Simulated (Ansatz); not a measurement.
Rows from a G0W0 calculation on GeH6CBr3N (CH3NH3GeBr3) (Ansatz 0.2.0; G0W0 on PBEsol, plane waves, PAW; PAW set soft_1; 4×4×4 mesh, 147 empty bands, screening to 52 eV, PAW set soft_1 files), in eV. Spin-orbit coupling is left out.

The structure was built from a prototype and need not be the compound's stable phase.

| row | k | band | start | Σx | Σc at the solution | Vxc |
| --- | --- | --- | --- | --- | --- | --- |
| A | (-0.500, -0.500, -0.500) | c1 | 4.635 | -8.645 | -3.194 | -12.505 |
| B | (-0.500, -0.500, -0.500) | c2 | 4.778 | -8.641 | -3.227 | -12.536 |
| C | (-0.500, -0.500, -0.500) | v3 | 1.760 | -19.715 | 3.042 | -16.073 |
| D | (-0.500, -0.500, -0.500) | v1 | 3.602 | -17.865 | 1.110 | -16.793 |
| E | (-0.500, -0.500, -0.500) | v2 | 1.780 | -19.767 | 3.032 | -16.153 |
| F | (-0.500, -0.500, -0.500) | c3 | 5.036 | -8.336 | -3.299 | -12.294 |

Q: Give the quasiparticle energies and the shift of each level.

The quasiparticle equation reads E = start + Σx + Σc(E) − Vxc.

| row | E (eV) | shift (eV) |
| --- | --- | --- |
| A | 5.301 | +0.666 |
| B | 5.446 | +0.668 |
| C | 1.161 | −0.599 |
| D | 3.640 | +0.038 |
| E | 1.198 | −0.582 |
| F | 5.696 | +0.660 |

The gap over the computed points goes from 1.03 eV to 1.66 eV.

Limits: not at the basis limit; no spin-orbit coupling.

[Runs of the session that timed out or met a known fault of the program may be left out.]

[Cells called generated may have been cut or substituted from an entry of the Crystallography Open Database or the Materials Project.]

[Hosts, paths, dates, database ids (printed as entryN), source tags and the programs' standing remarks are cut or masked in the printed files.]
